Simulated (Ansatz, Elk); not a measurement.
## IrC: X-ray structure factors from the self-consistent density

Structure refinements treat a crystal as free atoms side by side. For a made-up structure of IrC (cell and positions from a PBEsol relaxation) the runs below show what the calculated density changes in F(hkl).

Calculated with Elk 11.2.3 (patched build); DFT, PBE, all-electron APW+lo, Dirac cores, scalar-relativistic bands, static density, no spin.

This account leaves out most program logs.

The structure was built from a prototype and need not be the compound's stable phase.

**1. The structure**

Symmetry: P6_3/mmc, No. 194, hexagonal system. Conventional cell: a = 2.867 Å, b = 2.867 Å, c = 5.715 Å, α = 90.00°, β = 90.00°, γ = 120.00°. Nearest to Ir lie 6 C at 2.19 Å. Nearest to C lie 6 Ir at 2.19 Å. Farther neighbours are not listed.

**2. Ground state and structure factors**

An all-electron density is needed, since X-rays see the cores too. Task 0 finds the density and task 195 Fourier-transforms it; tshift is off so that phases refer to the origin typed.

elk.in

```
tasks
  0
  195

xctype
  20

spinpol
  .false.

rgkmax
  7.0

gmaxvr
  14.0

lmaxo
  7

lmaxapw
  8

swidth
  0.002

tshift
  .false.

ramdisk
  .false.

hmaxvr
  5.5

maxscl
  120

epspot
  1e-06

sppath
  './'

avec
  5.41764012092 0.00000000000 -0.00000000000
  -2.70882006046 4.69181397328 0.00000000000
  -0.00000000000 0.00000000000 10.79949705973

atoms
  2
  'Ir.in'
  2
  0.3333333333 0.6666666667 0.2500000000   0.000000 0.000000 0.000000
  0.6666666667 0.3333333333 0.7500000000   0.000000 0.000000 0.000000
  'C.in'
  2
  -0.0000000000 -0.0000000000 0.5000000000   0.000000 0.000000 0.000000
  0.0000000000 -0.0000000000 -0.0000000000   0.000000 0.000000 0.000000

ngridk
  9 9 4
```

Command:

```
> OMP_NUM_THREADS=4 elk
```

Elapsed: 25 s, on 4 threads of Intel Xeon Platinum 8488C (Sapphire Rapids), shared host; peak memory 0.17 GiB; 82 s of CPU time.

SFACRHO.OUT:

```text

h k l indices transformed by vhmat matrix:
   1.000000000       0.000000000       0.000000000    
   0.000000000       1.000000000       0.000000000    
   0.000000000       0.000000000       1.000000000    

      h      k      l  multipl.   |H|            Re(F)            Im(F)           |F|

      0      0      0      1   0.0000000       166.00000      0.73341980E-16   166.00000    
      0      0      1      2  0.58180351     -0.22857354E-13 -0.87236654E-15  0.22873996E-13
      0      0      2      2   1.1636070      -126.08205      0.19741057E-14   126.08205    
     -1      1      0      6   1.3391804      -57.597582     -0.30452276E-13   57.597582    
      1     -1     -1      6   1.4601026      -110.14123      0.50328775E-13   110.14123    
     -1      1     -1      6   1.4601026       110.14123      0.50317738E-13   110.14123    
      0      0     -3      2   1.7454105      0.85238884E-13  0.31844722E-14  0.85298348E-13
      1     -1     -2      6   1.7740872       65.720210     -0.32011486E-13   65.720210    
      1     -1      2      6   1.7740872       65.720210     -0.28912286E-13   65.720210    
      0     -1      3      6   2.1999687       96.211658     -0.44900014E-13   96.211658    
      0      1      3      6   2.1999687      -96.211658     -0.44843177E-13   96.211658    
     -1      2      0      6   2.3195285       113.23813      0.96915309E-13   113.23813    
      0      0     -4      2   2.3272140       113.04142     -0.26262534E-14   113.04142    
     -1      2     -1     12   2.3913820      0.67652764E-07  0.68938426E-15  0.67652764E-07
     -1      2     -2     12   2.5950325      -99.701143     -0.93523933E-13   99.701143    
      0      2      0      6   2.6783608      -47.371228     -0.53374097E-13   47.371228    
      0     -1      4      6   2.6850194      -47.302305      0.48269102E-13   47.302305    
      0      1      4      6   2.6850194      -47.302305     -0.20322235E-13   47.302305
```

Elk indexes on the primitive cell of elk.in and gives |H| = 4π sin θ/λ in inverse bohr. Below, one row stands for each form hkl of the conventional cell (m members, Friedel mates merged), F is for one primitive cell and the density is static (no thermal factor). Free-atom factors are Waasmaier and Kirfel's, and R is Σm||F|−|F'||/Σm|F|. Elk warned that it couldn't find a linearisation energy, which lowers the accuracy of some states in this run and its variants.

```
hkl   m  sin θ/λ (Å⁻¹)  abs F, DFT  neutral atoms   diff.
001   2          0.087       0.000          0.000  +0.000
002   2          0.175     126.082        126.456  -0.374
100   6          0.201      57.598         58.007  -0.409
101  12          0.220     110.141        110.296  -0.155
003   2          0.263       0.000          0.000  +0.000
102  12          0.267      65.720         65.705  +0.015
103  12          0.331      96.212         96.413  -0.201
110   6          0.349     113.238        113.317  -0.079
004   2          0.350     113.041        113.154  -0.113
111  12          0.360       0.000          0.000  +0.000
112  12          0.390      99.701         99.766  -0.065
200   6          0.403      47.371         47.237  +0.134
104  12          0.404      47.302         47.184  +0.118
201  12          0.412      87.504         87.560  -0.056
113  12          0.436       0.000          0.000  +0.000
005   2          0.438       0.000          0.000  +0.000
202  12          0.439      52.594         52.637  -0.043
203  12          0.481      80.894         80.927  -0.033
105  12          0.482      80.890         80.850  +0.040
114  12          0.494      95.300         95.437  -0.138
006   2          0.525      86.031         85.659  +0.372
210  12          0.533      40.801         40.829  -0.028
```

**3. The highest occupied states alone**

An energy window below the Fermi level keeps the highest occupied states, to see at which angles they scatter; shallow core shells can lie inside it and anion s states outside. No new self-consistency is needed.

Changes to elk.in since step 2:

```diff
@@ -1,3 +1,2 @@
 tasks
-  0
   195
@@ -40,2 +39,5 @@
 
+wsfac
+  0.086900 0.827900
+
 sppath
```

Command:

```
> OMP_NUM_THREADS=4 elk
```

It took 3.2 s on 4 threads; peak memory 0.16 GiB; 5.6 s of CPU time.

States within 12 eV below the Fermi level hold 22.00 electrons; any levels below the window count with the cores. Their amplitudes can exceed the total, where window and core parts have opposite phase:

```
hkl  sin θ/λ (Å⁻¹)  abs F, window  abs F, all
001          0.087          0.000       0.000
002          0.175          4.032     126.082
100          0.201          0.307      57.598
101          0.220          3.562     110.141
003          0.263          0.000       0.000
102          0.267          2.415      65.720
103          0.331          0.509      96.212
110          0.349          0.984     113.238
004          0.350          1.048     113.041
111          0.360          0.000       0.000
```

**4. Another functional**

The difference from free atoms is small, so it is set against the change that LDA (Perdew-Wang) makes.

Changes to elk.in since step 3:

```diff
@@ -1,2 +1,3 @@
 tasks
+  0
   195
@@ -4,3 +5,3 @@
 xctype
-  20
+  3
 
@@ -39,5 +40,2 @@
 
-wsfac
-  0.086900 0.827900
-
 sppath
```

Command:

```
> OMP_NUM_THREADS=4 elk
```

Run time: 16 s. Hardware: 4 threads; peak memory 0.16 GiB.

Against the first run R = 0.02 %; the largest change is -0.029 at 008.

**5. A coarser k-mesh**

About half the k-points along each axis test the sampling.

Changes to elk.in since step 4:

```diff
@@ -5,3 +5,3 @@
 xctype
-  3
+  20
 
@@ -60,2 +60,2 @@
 ngridk
-  9 9 4
+  4 4 2
```

Command:

```
> OMP_NUM_THREADS=4 elk
```

The job ended after 11 s (4 threads; peak memory 0.17 GiB; 26 s of CPU time).

Against the first run R = 0.01 %; the largest change is -0.037 at 002.

**6. Basis size**

A smaller basis shows how fast F responds to it; the change is likely larger than the basis error of the first run, but doesn't show convergence.

Changes to elk.in since step 5:

```diff
@@ -11,3 +11,3 @@
 rgkmax
-  7.0
+  5.5
 
@@ -60,2 +60,2 @@
 ngridk
-  4 4 2
+  9 9 4
```

Command:

```
> OMP_NUM_THREADS=4 elk
```

Run time: 23 s. Hardware: 4 threads; peak memory 0.18 GiB; 74 s of CPU time.

Against the first run R = 0.02 %; the largest change is -0.059 at 102.

**7. Settings against the effect**

```
              run  R against the first run (%)  R against neutral atoms, low angle (%)  wall time
    PBE, rgkmax 7                         0.00                                    0.19       25 s
LDA (Perdew-Wang)                         0.02                                    0.18       16 s
     k-mesh 4×4×2                         0.01                                    0.20       11 s
       rgkmax 5.5                         0.02                                    0.21       23 s
```

**8. Summary of results**

```
R against neutral atoms, sin θ/λ < 0.3 Å⁻¹ : 0.19 %
R against neutral atoms, 0.3 to 0.82 Å⁻¹   : 0.14 %
```

In words: Independent neutral atoms miss the calculated amplitudes by R = 0.19 % below 0.3 Å⁻¹ and 0.14 % from there to 0.82 Å⁻¹; by shells, 0.19 % 0.15 to 0.3 (4 forms), 0.13 % 0.3 to 0.45 (8 forms), 0.14 % above 0.45 (40 forms). Bonding, aspherical density and the tables' own atoms all enter these figures, and the runs don't part them. The largest change of an amplitude is -0.41 electrons, at 100. The window's part falls from 22.0 electrons at the origin to at most 0.40 between 0.45 and 0.82 Å⁻¹. Below 0.3 Å⁻¹ the changes that finished (LDA (Perdew-Wang), k-mesh 4×4×2 and rgkmax 5.5) move F by R = 0.04 % at most, against the 0.19 % that separates it from free atoms. These runs have no spin, though d or f shells may be open. Spin-orbit coupling is left out, which can matter for elements this heavy. Part of the difference isn't bonding: the tables are fits to free atoms and ions calculated by other methods than this functional. Thermal motion, anomalous dispersion and extinction are left out.

[Logs are printed without paths, hosts, clocks, repeated set-up lines and the standing remarks that a program may print on its own settings, such as how far it seeks lower states.]

[Hosts, paths, dates, database ids (printed as entryN), source tags and the programs' standing remarks are cut or masked in the printed files.]
